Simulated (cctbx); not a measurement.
## Symmetry from intensities

Cell: a = 7.3100 Å, b = 9.9580 Å, c = 16.1920 Å, α = 90.00°, β = 90.00°, γ = 90.00°. Expected content of the cell: Tl10 I2 Nb4 Cl16 S8.

The data are simulated with cctbx, not measured: Ga Kα, λ = 1.3414 Å, to d = 0.8 Å, 70 % of the full sphere, strongest reflection 70000 counts, noise from counting, a 4 % proportional error and a noise floor of 8 counts (s.d.); no absorption, some extinction.

A first pass over the reflections prints:

```text
6740 reflections to d = 0.800 A
centring   violations  <I/sigma> of those
    A       1515 of  3374      8.4
    B       1559 of  3425      8.8
    C       1568 of  3395      8.8
    I          0 of  3357     -0.0
    R       2062 of  4469      8.9
    F       2321 of  5097      8.7
Laue class    unique    Rint  (classes that these axes allow; Friedel mates merged)
I 1 2/m 1        1254   0.028
I 1 1 2/m        1236   0.028
I 2/m 1 1        1278   0.027
I m m m           711   0.030
space group    extra absences  I>4sigma  <I/sigma>
I 2 2 2                 0          0         -  acentric
I 21 21 21              0          0         -  acentric
I m m 2                 0          0         -  acentric
I 2 m m                 0          0         -  acentric
I m 2 m                 0          0         -  acentric
I m m m                 0          0         -  centric
Wilson B = 1.17 A^2   <|E^2-1|> = 0.829 (0.968 centric, 0.736 acentric)   E^2>4: 1.8 %
shell (A)         n   <I/sigma>
 8.48 - 1.60    102     34.9
 1.60 - 1.27     90     35.6
 1.27 - 1.11     90     36.7
 1.11 - 1.01     88     35.4
 1.01 - 0.94     85     34.9
 0.94 - 0.88     89     32.5
 0.88 - 0.84     85     34.0
 0.84 - 0.80     82     32.6
```

Q: Read the symmetry from these tables.

The reflections that I centring forbids are absent (⟨I/σ⟩ near 0), so the lattice is I.

Rint stays low (0.027 to 0.030) up to I m m m, the highest class in these axes.

6 settings pass the absence test. No glide or screw absences show, which leaves I 2 2 2, I 21 21 21, I m m 2, I 2 m m, I m 2 m and I m m m.

⟨|E²−1|⟩ = 0.829 lies between the two ideal values. The Wilson B of 1.17 Å² means U ≈ 0.0148 Å².

The true group is Immm (no. 71), Laue class mmm, centrosymmetric. The tables only narrow the choice to the tied entries; cell content, site symmetry and trial solutions must settle it.

The model was made for the exercise: a known structure type with other elements put in, its volume estimated, not relaxed; displacement parameters are assumed.

[Logs are printed without paths, hosts, clocks, repeated set-up lines and the standing remarks that a program may print on its own settings, such as how far it seeks lower states.]
